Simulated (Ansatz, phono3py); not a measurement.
# Heat carried by phonons in CaO (Lime, Fm-3m), part 3 of 4

Wanted: κ(T), lifetimes and mean free paths for CaO (Lime).

Experimental results on record:
- thermal conductivity 27 W/m/K near room temperature (given in “Combining the AFLOW GIBBS and Elastic Libraries to efficiently and robustly screen thermo-mechanical properties of solids”, 2017, arXiv:1611.05714)
- thermal conductivity 27 W/m/K near room temperature (given in “Predicting the lattice thermal conductivity of solids by solving the Boltzmann transport equation: AFLOW - AAPL an automated, accurate and efficient framework”, 2017, arXiv:1611.05481)

Ansatz 0.2.0; DFT LDA, scalar-relativistic, plane waves, PAW; PAW set soft_1.

So far, κ at 300 K (relaxation time) (W/m/K): step 6 (a cheap rung) 172. Also highest frequency (cm⁻¹): step 6 570. The relaxed cell has a = 4.707 Å (conventional setting).

## Step 7: Anharmonic force constants and conductivity, third order supercell 3×3×3, pair cutoff 3.479 Å

Pairs of atoms inside the cutoff are displaced in a supercell, the forces give the cubic constants, and these give the three-phonon rates of the Boltzmann equation.

input.yaml reads:

```yaml
crystal:
  lattice:
    - [0.0, 2.3536805413, 2.3536805413]
    - [2.3536805413, 0.0, 2.3536805413]
    - [2.3536805413, 2.3536805413, 0.0]
  atoms:
    - { symbol: Ca, position: [0.0, 0.0, 0.0] }
    - { symbol: O, position: [0.5, 0.5, 0.5] }
kpoints:
  mp_grid: { grid: [6, 6, 6] }
hamiltonian:
  xc: lda
  pseudopotentials: { kind: paw, azcp: { folder: soft_1 }, xc_functional: pbe }
scf:
  occupations: { method: fixed }
  lower_state_search: "off"
output:
  eigenvalues: true
phonons:
  method: fd
  dielectric: true
  qmesh: [6, 6, 6]
  temperatures: { t_max: 1000, t_step: 50 }
  qpath:
    path:
      - [[0.0, 0.0, 0.0], [0.5, 0.0, 0.5], [0.625, 0.25, 0.625]]
      - [[0.375, 0.375, 0.75], [0.0, 0.0, 0.0], [0.5, 0.5, 0.5], [0.5, 0.25, 0.75], [0.5, 0.0, 0.5]]
    npoints: 10
  third_order: { supercell: [3, 3, 3], pair_cutoff: 3.479 }
  lattice_thermal_conductivity:
    qmesh: [23, 23, 23]
    temperatures: [100.0, 150.0, 200.0, 300.0, 400.0, 500.0, 600.0, 800.0]
    isotope_mass_variance:
      - { species: Ca, variance: 0.0002976 }
      - { species: O, variance: 3.359e-05 }
    solution: relaxation_time
```

Command:

```
$ ansatz run input.yaml --threads 8 --pin off --max-ram 19456MiB --backend cpu --events-out ev --progress --plain --runs-dir out
```

Numbers of over 12 decimals in the logs are rounded to 6 here.

The log of the run:

```text
[...]
Crystal: 12 atoms, lattice volume = 156.467 Å³
Basis set: ecut = 420 eV, 3071 PW (Γ), FFT grids on a1, −a1+a2+a3, −a1+a3
Bands: 60, of which v1, the nominal top of the filled ones, is band 48 counted from 1 (47 counted from 0)
Symmetry: 24 space group operations
k-points: 16 of 36
[...]
SCF iter   1: F=—  HF=-13989.886995 eV  |F-HF|=—  |Δ(HF+E_count)|=         —  Δρ=3.43e-7  dr2=5.54e-11  ethr=1.00e-12  ⟨swp⟩=3.0  Hψ=2430  notcnv=0
[...]
SCF iter   2: F=-13989.886995 eV  HF=-13989.886995 eV  |F-HF|=1.27e-11  |Δ(HF+E_count)|=  3.09e-11  Δρ=1.83e-7  dr2=1.93e-11  ethr=1.00e-12  ⟨swp⟩=3.0  Hψ=2261  notcnv=0
SCF 1 converged in 2 iterations: F = -13989.886995 eV  dr2 = 1.93e-11
[...]
Crystal: 2 atoms, lattice volume = 26.078 Å³
Basis set: ecut = 420 eV, 531 PW (Γ), exchange–correlation on 48×48×48 points (8 copies of the dense FFT grid, shifted against one another)
Bands: 12, of which v1, the nominal top of the filled ones, is band 8 counted from 1 (7 counted from 0)
Symmetry: 48 space group operations
k-points: 30 of 216 (irreducible under 8 space group operations, time reversal used)
[...]
SCF iter   4: F=-2331.647833 eV  HF=-2331.647833 eV  |F-HF|=2.59e-11  |Δ(HF+E_count)|=  3.09e-11  Δρ=7.48e-7  dr2=5.84e-11  ethr=1.00e-12  ⟨swp⟩=4.0  Hψ=1412  notcnv=0
SCF 2 converged in 4 iterations: F = -2331.647833 eV  dr2 = 5.84e-11
[...]
Symmetry: 2 space group operations
k-points: 16 of 36 (time reversal used)
[...]
SCF iter   8: F=-13989.886963 eV  HF=-13989.886963 eV  |F-HF|=1.82e-12  |Δ(HF+E_count)|=  1.46e-11  Δρ=3.20e-8  dr2=1.13e-12  ethr=1.00e-12  ⟨swp⟩=4.3  Hψ=3699  notcnv=0
SCF 3 converged in 8 iterations: F = -13989.886963 eV  dr2 = 1.13e-12
[...]
Symmetry: 1 space group operations
k-points: 20 of 36 (time reversal used)
[...]
SCF iter   8: F=-13989.886969 eV  HF=-13989.886969 eV  |F-HF|=0.00e0  |Δ(HF+E_count)|=  1.27e-11  Δρ=4.42e-8  dr2=2.55e-12  ethr=1.00e-12  ⟨swp⟩=4.2  Hψ=4536  notcnv=0
SCF 4 converged in 8 iterations: F = -13989.886969 eV  dr2 = 2.55e-12
[...]
SCF iter   7: F=-13989.886970 eV  HF=-13989.886970 eV  |F-HF|=7.28e-12  |Δ(HF+E_count)|=  3.64e-12  Δρ=3.85e-8  dr2=1.85e-12  ethr=1.00e-12  ⟨swp⟩=4.3  Hψ=3818  notcnv=0
SCF 5 converged in 7 iterations: F = -13989.886970 eV  dr2 = 1.85e-12
[...]
SCF iter   4: F=-13989.886970 eV  HF=-13989.886970 eV  |F-HF|=0.00e0  |Δ(HF+E_count)|=  3.64e-12  Δρ=2.52e-8  dr2=9.74e-13  ethr=1.00e-12  ⟨swp⟩=4.0  Hψ=3709  notcnv=0
SCF 6 converged in 4 iterations: F = -13989.886970 eV  dr2 = 9.74e-13
[...]
SCF iter   7: F=-13989.886973 eV  HF=-13989.886973 eV  |F-HF|=1.82e-12  |Δ(HF+E_count)|=  9.09e-12  Δρ=3.70e-8  dr2=1.66e-12  ethr=1.00e-12  ⟨swp⟩=5.0  Hψ=4413  notcnv=0
SCF 7 converged in 7 iterations: F = -13989.886973 eV  dr2 = 1.66e-12
[...]
SCF iter   4: F=-13989.886973 eV  HF=-13989.886973 eV  |F-HF|=0.00e0  |Δ(HF+E_count)|=    0.00e0  Δρ=2.54e-8  dr2=7.24e-13  ethr=1.00e-12  ⟨swp⟩=4.0  Hψ=4638  notcnv=0
SCF 8 converged in 4 iterations: F = -13989.886973 eV  dr2 = 7.24e-13
[...]
Basis set: ecut = 420 eV, 3061 PW (Γ), FFT grids on a1, a2, −3a1−3a2+a3
SCF iter   1: F=—  HF=-13989.886993 eV  |F-HF|=—  |Δ(HF+E_count)|=         —  Δρ=3.46e-7  dr2=5.65e-11  ethr=1.00e-12  ⟨swp⟩=3.0  Hψ=2380  notcnv=0
[...]
SCF iter   2: F=-13989.886993 eV  HF=-13989.886993 eV  |F-HF|=9.09e-12  |Δ(HF+E_count)|=  3.82e-11  Δρ=1.84e-7  dr2=1.96e-11  ethr=1.00e-12  ⟨swp⟩=3.0  Hψ=2293  notcnv=0
SCF 9 converged in 2 iterations: F = -13989.886993 eV  dr2 = 1.96e-11
[...]
SCF iter   8: F=-13989.886966 eV  HF=-13989.886966 eV  |F-HF|=1.82e-12  |Δ(HF+E_count)|=  5.46e-12  Δρ=4.19e-8  dr2=2.25e-12  ethr=1.00e-12  ⟨swp⟩=5.0  Hψ=4505  notcnv=0
SCF 10 converged in 8 iterations: F = -13989.886966 eV  dr2 = 2.25e-12
[...]
SCF iter   4: F=—  HF=-13989.886972 eV  |F-HF|=—  |Δ(HF+E_count)|=   6.34e-9  Δρ=6.06e-6  dr2=4.55e-8  ethr=9.93e-11  ⟨swp⟩=2.0  Hψ=1560  notcnv=0  defer=110
[...]
SCF iter   4: F=—  HF=-62954.485183 eV  |F-HF|=—  |Δ(HF+E_count)|=   4.49e-6  Δρ=4.41e-5  dr2=1.10e-5  ethr=1.11e-8  ⟨swp⟩=2.0  Hψ=2651  notcnv=0  defer=375
[...]
SCF iter   8: F=-62954.484448 eV  HF=-62954.484448 eV  |F-HF|=5.82e-11  |Δ(HF+E_count)|=   1.80e-9  Δρ=1.54e-7  dr2=9.96e-11  ethr=1.00e-12  ⟨swp⟩=2.5  Hψ=6690  notcnv=0
SCF 98 converged in 8 iterations: F = -62954.484448 eV  dr2 = 9.96e-11
[...]
SCF iter   8: F=-62954.484309 eV  HF=-62954.484309 eV  |F-HF|=5.09e-11  |Δ(HF+E_count)|=   1.59e-9  Δρ=1.52e-7  dr2=9.06e-11  ethr=1.00e-12  ⟨swp⟩=2.5  Hψ=6731  notcnv=0
SCF 99 converged in 8 iterations: F = -62954.484309 eV  dr2 = 9.06e-11
[...]
SCF iter   8: F=-62954.484316 eV  HF=-62954.484316 eV  |F-HF|=1.46e-11  |Δ(HF+E_count)|=   1.56e-9  Δρ=1.55e-7  dr2=1.06e-10  ethr=1.00e-12  ⟨swp⟩=2.5  Hψ=6807  notcnv=0
SCF 100 converged in 8 iterations: F = -62954.484316 eV  dr2 = 1.06e-10
[...]
SCF iter   8: F=-62954.484860 eV  HF=-62954.484860 eV  |F-HF|=3.64e-11  |Δ(HF+E_count)|=   1.93e-9  Δρ=1.62e-7  dr2=9.58e-11  ethr=1.00e-12  ⟨swp⟩=2.5  Hψ=6770  notcnv=0
SCF 101 converged in 8 iterations: F = -62954.484860 eV  dr2 = 9.58e-11
[...]
SCF iter   8: F=-62954.484841 eV  HF=-62954.484841 eV  |F-HF|=5.09e-11  |Δ(HF+E_count)|=   1.87e-9  Δρ=1.58e-7  dr2=9.54e-11  ethr=1.00e-12  ⟨swp⟩=2.4  Hψ=6767  notcnv=0
SCF 102 converged in 8 iterations: F = -62954.484841 eV  dr2 = 9.54e-11
[...]
SCF iter   8: F=-62954.484715 eV  HF=-62954.484715 eV  |F-HF|=4.37e-11  |Δ(HF+E_count)|=   1.64e-9  Δρ=1.53e-7  dr2=9.42e-11  ethr=1.00e-12  ⟨swp⟩=2.4  Hψ=6736  notcnv=0
SCF 103 converged in 8 iterations: F = -62954.484715 eV  dr2 = 9.42e-11
SCF converged after 2 iterations
Free energy (F): -13989.886995 eV
[...]
Internal energy: -13989.886995 eV  (E = F + TS)
E sigma→0 (E₀):  -13989.886995 eV
Fermi energy:    8.008234 eV
[...]
--- Band table (eV; the first three rows and the last of 16) ---
  k-point 0: bands = [... 44 lower, 7.6497, 8.0082, 8.0082, 8.0082, 11.4563, 13.0991, 14.2775, 14.2775, ... 8 higher]
  k-point 1: bands = [... 44 lower, 7.6498, 7.6498, 7.8114, 7.8114, 11.9878, 13.3353, 14.0572, 14.0865, ... 8 higher]
  k-point 2: bands = [... 44 lower, 7.6106, 7.6106, 7.6106, 7.6106, 12.3939, 12.3939, 14.1331, 14.1331, ... 8 higher]
  k-point 15: bands = [... 44 lower, 7.1840, 7.1840, 7.2351, 7.2351, 12.9849, 12.9849, 13.3921, 13.3921, ... 8 higher]
--- Phonons: 41 displaced members + 10 references (amplitude of the first 0.0025 Å, Σ member SCF iterations 279) ---
  ASR residual: 3.627e-4 → 0.000e0 eV/Å²; symmetrization residual: 2.485e-4 eV/Å²
  largest component of a force at the reference: 5.5e-23 eV/Å
  ASR residual per site (eV/Å²): 1.14e-4 3.63e-4
  Γ frequencies (cm⁻¹): 0.00 0.00 0.00 290.37 290.37 290.37
[...]
ε∞ (high-frequency dielectric tensor):
        3.870743    -0.000000     0.000000
       -0.000000     3.870743    -0.000000
       -0.000000     0.000000     3.870743
[...]
Born effective charges Z* (e; rows j = field, columns β = displacement):
    site 0:
         2.37525    0.00000    0.00000
         0.00000    2.37525    0.00000
         0.00000   -0.00000    2.37525
    site 1:
        -2.37525   -0.00000   -0.00000
        -0.00000   -2.37525   -0.00000
         0.00000    0.00000   -2.37525
  Z* charge neutrality: 1.446e-5 e pre-enforcement
[...]
optical modes at Γ without the LO–TO term, one row a degenerate level:
      ω (cm⁻¹)  modes    IR ((D/Å)²/amu)
        290.37      3            34.1497
  optical modes at Γ + LO–TO along q̂ = [1.0000, 0.0000, 0.0000]:
      ω (cm⁻¹)  modes    IR ((D/Å)²/amu)
        290.37      2            22.7664
        569.95      1            11.3832
  optical modes at Γ + LO–TO along q̂ = [0.0000, 1.0000, 0.0000]:
      ω (cm⁻¹)  modes    IR ((D/Å)²/amu)
        290.37      2            22.7664
        569.95      1            11.3832
  optical modes at Γ + LO–TO along q̂ = [0.0000, 0.0000, 1.0000]:
      ω (cm⁻¹)  modes    IR ((D/Å)²/amu)
        290.37      2            22.7664
        569.95      1            11.3832
--- Phonons (by wavevector): 16 wavevectors in 10 supercells ---
  supercell 1 (6 cells, vectors [1, 0, 0], [0, 3, -3], [0, 0, 2] in multiples of the cell's): 6 displaced members by 0.0025 Å; free energy -13989.886995 eV; taken off its force constants: by the sum rule 1.0e-4, by the symmetrisation 7.9e-5 eV/Å²
[...]
q = [0.0000, 0.0000, 0.0000] (star 1, supercell 1; hermiticity 4.31e-17, symmetrization 8.40e-7): 0.00 0.00 0.00 290.37 290.37 290.37
[...]
joined force constants: q→R imaginary residual 4.52e-19
[...]
T (K)   relaxation time
      100.00          150.7079
      150.00           80.4068
      200.00           56.8638
      300.00           36.9391
      400.00           27.6761
      500.00           22.2194
      600.00           18.6003
      800.00           14.0814
```

The job ended after 10 min (8 threads of Arm Neoverse V1, shared host; peak memory 5.9 GiB).

This step gave:

| Quantity | Value |
| --- | --- |
| zero-point energy | 0.1119 eV/cell |
| Debye temperature from the second moment | 587 K |
| κ at 300 K (relaxation time) | 36.94 W/m/K |
| mean free path at half of κ | 37.1 nm |
| share of κ above the three lowest branches | 0.078 |
| third-order blocks | 350 |
| periodic aliases dropped | 24 |
| largest relative sum-rule correction | 0.1286 |
| displaced cells, third order | 50 |

LO-TO term included. Phonon branches along the path, in cm⁻¹:

| point | branch 1 | branch 2 | branch 3 | branch 4 | branch 5 | branch 6 |
| --- | --- | --- | --- | --- | --- | --- |
| Γ | 0 | 0 | 0 | 290 | 290 | 570 |
| halfway | 147 | 147 | 248 | 307 | 307 | 496 |
| X | 205 | 205 | 312 | 314 | 314 | 393 |
| halfway | 208 | 231 | 308 | 316 | 338 | 387 |
| U | 210 | 281 | 294 | 319 | 370 | 386 |
| jump to K | 210 | 281 | 294 | 319 | 370 | 386 |
| halfway | 159 | 175 | 264 | 316 | 317 | 519 |
| Γ | 0 | 0 | 0 | 290 | 290 | 570 |
| halfway | 137 | 137 | 238 | 309 | 309 | 546 |
| L | 190 | 190 | 324 | 324 | 384 | 486 |
| halfway | 206 | 236 | 326 | 336 | 347 | 444 |
| W | 251 | 276 | 276 | 353 | 353 | 373 |
| halfway | 230 | 231 | 303 | 326 | 347 | 381 |
| X | 205 | 205 | 312 | 314 | 314 | 393 |

The phonon branches as a text plot (rows in cm⁻¹):

```
    558 |***                      **********
    534 |   *                    *          **
    511 |    **                 *             **
    487 |      *               *                ****
    463 |       *            **                     **
    439 |        *          *                         **
    416 |         **       *                            *
    392 |           ***** *                      **      *    ***
    368 |               ****                    *  ***    ****
    344 |              *    ***                *     **********
    321 |       ******************          *************    ****
    297 |******* ***   *****   * ***********                ***
    273 |       *        ***    *            *           ***
    249 |      *        *   *               *          *******
    226 |              *     **  *                   ** *    **
    202 |    **   **************           *      ******       **
    178 |   *   **             ** **          ****
    154 |      *                *         *  *
    131 |    **                  *  *       *
    107 |  **                     **     * *
     83 |                           *     *
     59 | **                         *  **
     36 | *                          *  *
     12 |*                            **
         Γ           X  U|K            Γ         L        W     X
```

The lattice thermal conductivity, RTA xx by temperature:

| temperature (K) | lattice thermal conductivity, RTA xx (W/m/K) |
| --- | --- |
| 100 | 151 |
| 150 | 80.4 |
| 200 | 56.9 |
| 300 | 36.9 |
| 400 | 27.7 |
| 500 | 22.2 |
| 600 | 18.6 |
| 800 | 14.1 |

The modes has structure finer than the step of the table below, so its rows give means over 20 cm⁻¹, whole bins alone (the curve runs from -10 to 596 cm⁻¹). Peaks (cm⁻¹: height): Ca 199.6: 0.0266, 306.3: 0.0234; O 321.6: 0.0656.

Phonopy on the run's constants, 21x21x21 mesh, Gaussian sigma 4.3 cm⁻¹. The modes by wavenumber; means over each step; values in 1/cm⁻¹/cell:

| wavenumber (cm⁻¹) | Ca | O |
| --- | --- | --- |
| 0 | 1.1e-5 | 3.8e-6 |
| 20 | 5.0e-5 | 1.9e-5 |
| 40 | 1.9e-4 | 7.0e-5 |
| 60 | 4.5e-4 | 1.6e-4 |
| 80 | 9.1e-4 | 3.1e-4 |
| 100 | 0.00156 | 4.8e-4 |
| 120 | 0.00265 | 7.1e-4 |
| 140 | 0.00429 | 9.3e-4 |
| 160 | 0.00743 | 0.00124 |
| 180 | 0.0147 | 0.00146 |
| 200 | 0.0255 | 0.00175 |
| 220 | 0.0182 | 0.00131 |
| 240 | 0.0115 | 8.2e-4 |
| 260 | 0.00876 | 7.2e-4 |
| 280 | 0.00640 | 0.00115 |
| 300 | 0.0174 | 0.0118 |
| 320 | 0.0148 | 0.0514 |
| 340 | 0.00547 | 0.0242 |
| 360 | 0.00296 | 0.00720 |
| 380 | 0.00101 | 0.00337 |
| 400 | 2.2e-4 | 0.00536 |
| 420 | 3.0e-4 | 0.00560 |
| 440 | 4.3e-4 | 0.00597 |
| 460 | 6.4e-4 | 0.00626 |
| 480 | 8.7e-4 | 0.00627 |
| 500 | 0.00100 | 0.00450 |
| 520 | 9.6e-4 | 0.00327 |
| 540 | 8.2e-4 | 0.00238 |
| 560 | 4.9e-4 | 0.00129 |
| 580 | 2.6e-5 | 6.6e-5 |

Distinct triplets, nearest first. Third order norms, by row:

| sites | side 1 (Å) | side 2 (Å) | side 3 (Å) | norm of the 27 components (eV/Å³) |
| --- | --- | --- | --- | --- |
| Ca-Ca-Ca | 0 | 0 | 0 | 0 |
| O-O-O | 0 | 0 | 0 | 0 |
| Ca-O-O | 0 | 2.35 | 2.35 | 14.74 |
| Ca-O-Ca | 0 | 2.35 | 2.35 | 16.06 |
| Ca-O-O | 2.35 | 2.35 | 3.33 | 0.689 |
| Ca-O-Ca | 2.35 | 2.35 | 3.33 | 0.466 |
| Ca-Ca-Ca | 0 | 3.33 | 3.33 | 3.587 |
| Ca-Ca-Ca | 3.33 | 3.33 | 3.33 | 0.136 |
| O-O-O | 0 | 3.33 | 3.33 | 1.442 |
| O-O-O | 3.33 | 3.33 | 3.33 | 0.187 |

Born charge (rows field, columns displacement) (e), principal values of the symmetric part by kind of site:

| atom | atoms with these values | low | middle | high | mean |
| --- | --- | --- | --- | --- | --- |
| Ca1 | 1 | 2.38 | 2.38 | 2.38 | 2.38 |
| O2 | 1 | -2.38 | -2.38 | -2.38 | -2.38 |

In full for O2:

```
-2.38  0.00  0.00
 0.00 -2.38  0.00
 0.00  0.00 -2.38
```

RTA, 300 K. Kappa by branch, by row:

| branch (by rank) | mean frequency (THz) | mean rms speed (km/s) | median lifetime (ps) | share of kappa |
| --- | --- | --- | --- | --- |
| 1 | 5.6 | 2.1 | 3.33 | 0.282 |
| 2 | 6.25 | 3.18 | 4.36 | 0.329 |
| 3 | 8.76 | 2.53 | 2.96 | 0.311 |
| 4 | 9.63 | 0.97 | 1.82 | 0.011 |
| 5 | 10.03 | 1.63 | 2.34 | 0.039 |
| 6 | 13.85 | 3.2 | 0.442 | 0.027 |

Spectral kappa at 300 K, relaxation time (W/m/K/THz) against frequency; read off at these points:

| frequency (THz) | spectral kappa at 300 K, relaxation time (W/m/K/THz) |
| --- | --- |
| 0.25 | 0 |
| 0.75 | 5.57 |
| 1.25 | 7.61 |
| 1.75 | 5.72 |
| 2.25 | 2.95 |
| 2.75 | 3.05 |
| 3.25 | 2.56 |
| 3.75 | 1.97 |
| 4.25 | 2.54 |
| 4.75 | 3.16 |
| 5.25 | 3.71 |
| 5.75 | 4.37 |
| 6.25 | 4.63 |
| 6.75 | 4.61 |
| 7.25 | 3.94 |
| 7.75 | 3.56 |
| 8.25 | 3.31 |
| 8.75 | 2.31 |
| 9.25 | 2.09 |
| 9.75 | 1.52 |
| 10.25 | 1.27 |
| 10.75 | 0.942 |
| 11.25 | 0.289 |
| 11.75 | 0.415 |
| 12.25 | 0.369 |
| 12.75 | 0.352 |
| 13.25 | 0.305 |
| 13.75 | 0.189 |
| 14.25 | 0.106 |
| 14.75 | 0.0605 |
| 15.25 | 0.0251 |
| 15.75 | 0.0143 |
| 16.25 | 0.0125 |
| 16.75 | 0.00648 |
| 17.25 | 5.7e-5 |

Relaxation-time solution. Table of share of κ carried by shorter paths by mean free path:

| mean free path (nm) | 100 K | 300 K | 800 K |
| --- | --- | --- | --- |
| 0.316 | 0 | 0 | 0.002 |
| 0.464 | 0 | 0.001 | 0.005 |
| 0.681 | 0 | 0.001 | 0.01 |
| 1 | 0 | 0.002 | 0.021 |
| 1.47 | 0 | 0.005 | 0.039 |
| 2.15 | 0 | 0.011 | 0.072 |
| 3.16 | 0 | 0.022 | 0.135 |
| 4.64 | 0 | 0.04 | 0.206 |
| 6.81 | 0.001 | 0.078 | 0.299 |
| 10 | 0.003 | 0.14 | 0.423 |
| 14.7 | 0.007 | 0.213 | 0.56 |
| 21.5 | 0.012 | 0.31 | 0.659 |
| 31.6 | 0.02 | 0.459 | 0.726 |
| 46.4 | 0.044 | 0.567 | 0.744 |
| 68.1 | 0.092 | 0.652 | 0.765 |
| 100 | 0.159 | 0.695 | 0.799 |
| 147 | 0.23 | 0.714 | 0.831 |
| 215 | 0.308 | 0.736 | 0.847 |
| 316 | 0.373 | 0.774 | 0.869 |
| 464 | 0.41 | 0.812 | 0.869 |
| 681 | 0.438 | 0.837 | 0.941 |
| 1000 | 0.481 | 0.854 | 0.941 |
| 1470 | 0.532 | 0.854 | 1 |
| 2150 | 0.598 | 0.935 | 1 |
| 3160 | 0.634 | 1 | 1 |
| 4640 | 0.734 | 1 | 1 |
| 6810 | 0.75 | 1 | 1 |
| 10000 | 0.75 | 1 | 1 |
| 14700 | 0.837 | 1 | 1 |
| 21500 | 1 | 1 | 1 |

[end of part 3 of 4]

[Logs are printed without paths, hosts, clocks, repeated set-up lines and the standing remarks that a program may print on its own settings, such as how far it seeks lower states.]

[Hosts, paths, dates, database ids (printed as entryN), source tags and the programs' standing remarks are cut or masked in the printed files.]

[A step with changed settings may run another functional than the one named; its input shows which.]

[Pressures of single members of a volume series are the stress at the run's cutoff; with an incomplete basis they can lie off −dE/dV of the same runs, and they are not shown converged.]
